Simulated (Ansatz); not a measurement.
# What Ca3SiS (model cell, started as antiperovskite) distorts into, part 3 of 3

Aim: this structure of Ca3SiS (model cell, started as antiperovskite) is to be tested for unstable modes, and one is followed downhill.

Ansatz 0.2.0; DFT PBEsol, scalar-relativistic, plane waves, PAW; PAW set soft_1.

So far. Step 5 (Energy along the mode, all amplitudes (two of the runs …): The lowest of the steps tried is the last one, at 0.6 Å, 88.1 meV/atom below the parent; the bottom of the well need not coincide with a step. Step 7 (The new phase in its own primitive cell): The largest force component left is 0.083 meV/Å and the pressure is -0.001 GPa, within the tolerances set. The cell now holds 27.07 Å³/atom. The relaxed cell has a = 7.208, c = 10.420 Å (conventional setting).

The structure was built from a prototype and need not be the compound's stable phase.

**8. Modes of the new phase, k-mesh 6×6×6, occupations fixed**

A relaxed structure may still be a saddle point, so its zone-centre modes are computed. The response to a homogeneous field gives the Born charges and the dielectric tensor.

input.yaml reads:

```yaml
crystal:
  lattice:
    - [-3.6041065963, 3.6041065963, 5.2099537936]
    - [3.6041065963, -3.6041065963, 5.2099537936]
    - [3.6041065963, 3.6041065963, -5.2099537936]
  atoms:
    - { symbol: Si, position: [0.75, 0.25, 0.5] }
    - { symbol: Si, position: [0.25, 0.75, 0.5] }
    - { symbol: S, position: [0.0, 0.0, 0.0] }
    - { symbol: S, position: [0.5, 0.5, 0.0] }
    - { symbol: Ca, position: [0.3322706426, 0.8322706426, 0.1645412852] }
    - { symbol: Ca, position: [0.6677293574, 0.1677293574, 0.8354587148] }
    - { symbol: Ca, position: [0.75, 0.75, 0.0] }
    - { symbol: Ca, position: [0.25, 0.25, 0.0] }
    - { symbol: Ca, position: [0.8322706426, 0.6677293574, 0.5] }
    - { symbol: Ca, position: [0.1677293574, 0.3322706426, 0.5] }
kpoints:
  mp_grid: { grid: [6, 6, 6] }
hamiltonian:
  xc: pbesol
  pseudopotentials: { kind: paw, azcp: { folder: soft_1 }, xc_functional: pbe }
scf:
  occupations: { method: fixed }
output:
  eigenvalues: true
phonons:
  method: dfpt
  dielectric: true
  rigid_motions: translations
```

Launch:

```console
ansatz run input.yaml --threads 8 --pin off --max-ram 16384MiB --backend cpu --events-out ev --progress --plain --runs-dir out
```

Numbers of over 12 decimals in the logs are rounded to 6 here.

What it wrote:

```text
[...]
Crystal: 10 atoms, lattice volume = 270.701 Å³
Basis set: ecut = 420 eV, 5225 PW (Γ), exchange–correlation on 100×100×100 points (8 copies of the dense FFT grid, shifted against one another)
Bands: 50, of which v1, the nominal top of the filled ones, is band 40 counted from 1 (39 counted from 0)
Symmetry: 16 space group operations
k-points: 112 of 216 (irreducible under 1 space group operation, time reversal used)
[...]
SCF iter   1: F=—  HF=-13786.255704 eV  |F-HF|=—  |Δ(HF+E_count)|=         —  Δρ=2.88e-2  dr2=4.24e0  ethr=3.10e-3  ⟨swp⟩=6.1  Hψ=20836  notcnv=0  defer=724
[...]
SCF iter  10: F=-13784.989764 eV  HF=-13784.989764 eV  |F-HF|=2.91e-11  |Δ(HF+E_count)|=  1.09e-10  Δρ=1.25e-7  dr2=5.48e-11  ethr=1.00e-12  ⟨swp⟩=23.0  Hψ=45478  notcnv=0
SCF 1 converged in 10 iterations: F = -13784.989764 eV  dr2 = 5.48e-11
[...]
NSCF: frozen V_eff on 4 k-points
[...]
── the response to a field inside a basis, on 8×8×8 k-points: an SCF that follows is theirs, and a resumed run solves both again ──
Bands: 41, of which v1, the nominal top of the filled ones, is band 40 counted from 1 (39 counted from 0)
k-points: 56
[...]
Eigensolver: Dense (56 Hₖ)
SCF iter   1: F=—  HF=-13784.824959 eV  |F-HF|=—  |Δ(HF+E_count)|=         —  Δρ=2.26e-4  dr2=5.93e-5  ethr=1.00e-1
[...]
SCF iter   4: F=-13784.824978 eV  HF=-13784.824978 eV  |F-HF|=5.90e-9  |Δ(HF+E_count)|=   2.61e-8  Δρ=3.17e-6  dr2=3.83e-8  ethr=6.89e-10
SCF 1 converged in 4 iterations: F = -13784.824978 eV  dr2 = 3.83e-8
[...]
WARN: field response: ε∞ stands inside a basis, on 8×8×8 points; the force constants stand on the 6×6×6 k-mesh, whose period is 9.65 times the interband length at k = (0.0000, 0.0000, 0.0000), direct gap 0.452 eV, under 14: take them and everything formed from them as unconverged, and compare with a denser kpoints.mp_grid
SCF converged after 10 iterations
Free energy (F): -13784.989764 eV
[...]
Internal energy: -13784.989764 eV  (E = F + TS)
E sigma→0 (E₀):  -13784.989764 eV
Fermi energy:    6.593938 eV
[...]
--- Band table (eV; the first three rows and the last of 112) ---
  k-point 0: bands = [... 36 lower, 5.4167, 6.3018, 6.5939, 6.5939, 7.0456, 7.1899, 7.6923, 7.6923, ... 6 higher]
  k-point 1: bands = [... 36 lower, 5.5698, 5.7109, 6.2093, 6.3954, 7.2493, 7.4927, 7.6886, 7.8650, ... 6 higher]
  k-point 2: bands = [... 36 lower, 5.3316, 5.8097, 6.0907, 6.2297, 7.5305, 7.6367, 7.7386, 7.7842, ... 6 higher]
  k-point 111: bands = [... 36 lower, 5.4494, 5.8359, 6.3272, 6.3272, 7.8572, 7.8572, 8.0336, 8.0395, ... 6 higher]
--- Phonons (Γ-DFPT): 8 representative perturbations + reference, on 112 of 216 k-points (Σ response iterations 27) ---
  k mesh reduced under 1 symmetry operation, with k and −k counted as one. Each operation leaves every solved perturbation unchanged. A smaller set is not considered because the run solves the response to a homogeneous field
  ASR residual: 6.543e-5 → 0.000e0 eV/Å²; symmetrization residual: 1.844e-5 eV/Å²
  ASR residual per site (eV/Å²): 6.54e-5 6.54e-5 1.53e-5 1.53e-5 4.33e-5 4.33e-5 1.86e-5 1.86e-5 4.33e-5 4.33e-5
  Γ frequencies (cm⁻¹): -81.09 -81.09 0.00 0.00 0.00 20.29 20.29 122.40 125.22 125.22 126.44 126.44 148.26 148.26 148.29 148.82 148.82 156.40 184.35 200.52 207.39 225.49 243.82 269.12 269.12 308.75 320.94 323.71 323.71 384.73
  ε∞ (high-frequency dielectric tensor):
       13.822113    -0.000000     0.000000
       -0.000000    13.822113    -0.000000
        0.000000    -0.000000    14.296772
  softest optical mode at Γ: -81.09 cm⁻¹; the repairs (sum rule, projections) moved no ω² at Γ by more than (2.46 cm⁻¹)²
  Born effective charges Z* (e; rows j = field, columns β = displacement):
    site 0:
        -3.23246   -0.00000   -0.00000
        -0.00000   -3.23246   -0.00000
        -0.00000   -0.00000   -4.43929
    site 1:
        -3.23246    0.00000   -0.00000
        -0.00000   -3.23246   -0.00000
        -0.00000    0.00000   -4.43929
    site 2:
        -2.81072    0.46805    0.00000
        -0.46805   -2.81072    0.00000
         0.00000    0.00000   -3.10969
    site 3:
        -2.81072   -0.46805    0.00000
         0.46805   -2.81072    0.00000
        -0.00000    0.00000   -3.10969
    site 4:
         1.76504    0.19718    0.00000
         0.19718    1.76504   -0.00000
         0.00000   -0.00000    2.79450
    site 5:
         1.76504    0.19718    0.00000
         0.19718    1.76504    0.00000
         0.00000   -0.00000    2.79450
    site 6:
         2.51311    0.00000    0.00000
        -0.00000    2.51311    0.00000
         0.00000   -0.00000    1.95998
    site 7:
         2.51311    0.00000    0.00000
        -0.00000    2.51311    0.00000
         0.00000   -0.00000    1.95998
    site 8:
         1.76504   -0.19718   -0.00000
        -0.19718    1.76504    0.00000
        -0.00000   -0.00000    2.79450
    site 9:
         1.76504   -0.19718   -0.00000
        -0.19718    1.76504    0.00000
        -0.00000   -0.00000    2.79450
  Z* charge neutrality: 1.988e-2 e pre-enforcement
  solved inside a basis spanned on kpoints, on 8×8×8 k-points transformed towards the longest dipole: ε∞ is read to err by 7.7e-2, Z* by 3.7e-2 e (field_mesh: kpoints solves on kpoints); Z* is corrected for what the basis lacks
  optical modes at Γ without the LO–TO term, one row a degenerate level:
      ω (cm⁻¹)  modes    IR ((D/Å)²/amu)
        -81.09      2             0.0000
         20.29      2            27.7427
        122.40      1             0.0000
        125.22      2             0.0000
        126.44      2            35.3362
        148.26      2             0.0111
        148.29      1            14.4049
[...]
optical modes at Γ + LO–TO along q̂ = [1.0000, 0.0000, 0.0000]:
      ω (cm⁻¹)  modes    IR ((D/Å)²/amu)
[...]
optical modes at Γ + LO–TO along q̂ = [0.0000, 1.0000, 0.0000]:
      ω (cm⁻¹)  modes    IR ((D/Å)²/amu)
[...]
optical modes at Γ + LO–TO along q̂ = [0.0000, 0.0000, 1.0000]:
      ω (cm⁻¹)  modes    IR ((D/Å)²/amu)
[...]
156.18      1             1.1276
        156.40      1             0.0000
        200.52      1             0.0000
        207.39      1             0.0000
        225.49      1             0.0000
        241.75      1            42.3213
        243.82      1             0.0000
        269.12      2             1.6011
        308.75      1             0.0000
        320.94      1             0.0000
        323.71      2            22.0812
        398.77      1            25.2502
```

Elapsed: 4.8 min, on 8 threads of Arm Neoverse V2, shared host; peak memory 6.1 GiB.

This step gave:

```yaml
sum_rule_residual_before_enforcement: 6.54e-5 eV/Å²
miss_of_the_charge_sum_rule: 0.01988 e
estimated_error_of_the_dielectric_tensor: 0.07695
estimated_error_of_the_born_charges: 0.03704 e
point_group: 4/mmm
highest_optical_mode_at_the_zone_centre_no_lo_to_term: 384.7 cm⁻¹
lowest_optical_zone_centre_mode: -81.09 cm⁻¹
mean_high_frequency_dielectric_constant: 13.98
largest_born_charge_third_of_the_trace: -3.635 e
top_of_the_zone_centre_spectrum_with_the_field: 398.8 cm⁻¹
```

Patterns of degenerate modes are one choice out of their space. The modes at Γ (shares of kinetic energy by element, %) (negative means imaginary):

```tsv
mode	frequency (cm⁻¹)	symmetry	Si %	S %	Ca %
1	-81.1	Eg	9	0	91
2	-81.1	Eg	9	0	91
3	0.0	acoustic	16	18	67
4	0.0	acoustic	16	18	67
5	0.0	acoustic	16	18	67
6	20.3	Eu	19	2	79
7	20.3	Eu	19	2	79
8	122.4	B1u	0	0	100
9	125.2	Eg	28	0	72
10	125.2	Eg	28	0	72
11	126.4	Eu	36	7	58
12	126.4	Eu	36	7	58
13	148.3	Eu	29	31	40
14	148.3	Eu	29	31	40
15	148.3	A2u	0	27	73
16	148.8	Eg	63	0	37
17	148.8	Eg	63	0	37
18	156.4	A1g	0	0	100
19	184.3	A2u	84	3	13
20	200.5	B2g	26	0	74
21	207.4	B2g	74	0	26
22	225.5	B1g	0	0	100
23	243.8	A2g	0	0	100
24	269.1	Eu	0	93	7
25	269.1	Eu	0	93	7
26	308.8	A1u	0	100	0
27	320.9	A2g	0	0	100
28	323.7	Eu	0	50	50
29	323.7	Eu	0	50	50
30	384.7	A2u	0	52	48
```

Displacements in mode 2 (-81.1 cm⁻¹), the largest set to 1:
```
Si1  0.03  0.42  0.00
Si2 -0.03 -0.42  0.00
S3   0.00  0.00  0.00
S4   0.00  0.00  0.00
Ca5  0.00  0.00  0.42
Ca6  0.00  0.00 -0.42
Ca7 -0.07  1.00  0.00
Ca8  0.07 -1.00  0.00
Ca9  0.00  0.00 -0.37
Ca10 0.00  0.00  0.37
```

Displacements in mode 30 (384.7 cm⁻¹), the largest set to 1:
```
Si1  0.00  0.00 -0.01
Si2  0.00  0.00 -0.01
S3   0.00  0.00  1.00
S4   0.00  0.00  1.00
Ca5  0.00  0.00  0.03
Ca6  0.00  0.00  0.03
Ca7  0.00  0.00 -0.86
Ca8  0.00  0.00 -0.86
Ca9  0.00  0.00  0.03
Ca10 0.00  0.00  0.03
```

Optical modes at the zone centre, without and with the macroscopic field of the longitudinal modes; each column is sorted by frequency, so a row need not hold one and the same mode. Modes with and without the field, by row:

```tsv
rank among optical modes	no field (cm⁻¹)	q along (1, 0, 0) (cm⁻¹)	q along (0, 0, 1) (cm⁻¹)
1	-81.1	-81.1	-81.1
2	-81.1	-81.1	-81.1
3	20.3	20.3	20.3
4	20.3	66.9	20.3
5	122.4	122.4	122.4
6	125.2	125.2	125.2
7	125.2	125.2	125.2
8	126.4	126.4	126.4
9	126.4	148.2	126.4
10	148.3	148.3	148.3
11	148.3	148.3	148.3
12	148.3	148.8	148.8
13	148.8	148.8	148.8
14	148.8	156.4	156.2
15	156.4	168.6	156.4
16	184.3	184.3	200.5
17	200.5	200.5	207.4
18	207.4	207.4	225.5
19	225.5	225.5	241.8
20	243.8	243.8	243.8
21	269.1	269.1	269.1
22	269.1	270.1	269.1
23	308.8	308.8	308.8
24	320.9	320.9	320.9
25	323.7	323.7	323.7
26	323.7	335.4	323.7
27	384.7	384.7	398.8
```

Born charge (rows field, columns displacement) (e), principal values of the symmetric part by kind of site:

```tsv
atom	atoms with these values	low	middle	high	mean
Si1	2	-4.44	-3.23	-3.23	-3.63
S3	2	-3.11	-2.81	-2.81	-2.91
Ca5	4	1.57	1.96	2.79	2.11
Ca7	2	1.96	2.51	2.51	2.33
```

In full for Si1:

```
-3.23  0.00  0.00
 0.00 -3.23  0.00
 0.00  0.00 -4.44
```

High-frequency dielectric tensor:

```
13.82  0.00  0.00
 0.00 13.82  0.00
 0.00  0.00 14.30
```

Transverse modes; imaginary modes are left out. Lines of the infrared spectrum (strongest = 100):

```tsv
position (cm⁻¹)	lines merged	relative intensity
20	1	71
122	1	0.0
125	1	0.0
126	1	91
148	2	37
149	1	0.0
156	1	0.0
184	1	100
200	1	0.0
207	1	0.0
226	1	0.0
244	1	0.0
269	1	4.1
309	1	0.0
321	1	0.0
324	1	57
385	1	40
```

Before it was imposed, the acoustic sum rule was missed by 6.5e-5 eV/Å² and the charge sum rule by 0.020 e. Small misses are needed for a sound result but don't prove that mesh and cutoff are converged. The lowest optical mode is imaginary, 81.1i cm⁻¹, so the energy falls along it.

The log warns of the k mesh: “the force constants stand on the 6×6×6 k-mesh, whose period is 9.65 times the interband length at k = (0.0000, 0.0000, 0.0000), direct gap 0.452 eV, under 14: take them and everything formed from them as unconverged”.

**9. Results**

```json
{
 "unstable mode of the parent": "q = (-0.5, -0.5, -0.5), 105i cm⁻¹",
 "depth at the lowest point sampled": "88.1 meV/atom",
 "largest atomic shift at that point": "0.6 Å",
 "space group reached (within 0.01 Å)": "I4/mcm",
 "energy gained over the parent (first relaxation, on the mesh of the frozen mode)": "121 meV/atom",
 "volume per atom, phase reached": "27.1 Å³",
 "gap on the k-mesh, phase reached": "0.452 eV",
 "lowest optical zone-centre mode, phase reached": "-81.1 cm⁻¹",
 "highest optical mode at the zone centre (no LO-TO term), phase reached": "385 cm⁻¹"
}
```

**Reading.** Along this mode the structure falls into I4/mcm, 121 meV/atom below the parent. At the parent's cell the well is 88.07 meV/atom deep on the steps tried, with its lowest point at a shift of 0.6 Å. That is the last step tried, so the steps alone don't bracket the bottom of the well. Relaxing atoms and cell changes the gain by +32.88 meV/atom against the lowest step (energies at zero smearing). The new phase still has an imaginary mode at the zone centre of its cell, so it is a saddle point on the way to a lower structure. Of the 4 patterns followed to their end from this parent, this one ends 42.8 meV/atom above the lowest, Imma. Another end point lies within 1 meV/atom; how such a difference moves with mesh and cutoff was not tested. Each path keeps the symmetry of its pattern, so a lower phase may lie along a pattern not tried. With the field response the log warns that the k mesh is coarse for the force constants too, so the frequencies may not be converged. With no gap, or one that is small against the smearing, the frequencies hang on the k mesh and the smearing, most of all near Kohn anomalies. In at least one run the field response is not settled by the k meshes in reach, so its dielectric tensor, Born charges and longitudinal modes are rough. The PAW files were made for PBE and serve the other functionals too. A phonon run warned that its eigensolver left some bands unconverged in a pass. The starting cell was built on a prototype and not taken from a measurement, so the phase need not exist.

[Logs are printed without paths, hosts, clocks, repeated set-up lines and the standing remarks that a program may print on its own settings, such as how far it seeks lower states.]

[Hosts, paths, dates, database ids (printed as entryN), source tags and the programs' standing remarks are cut or masked in the printed files.]
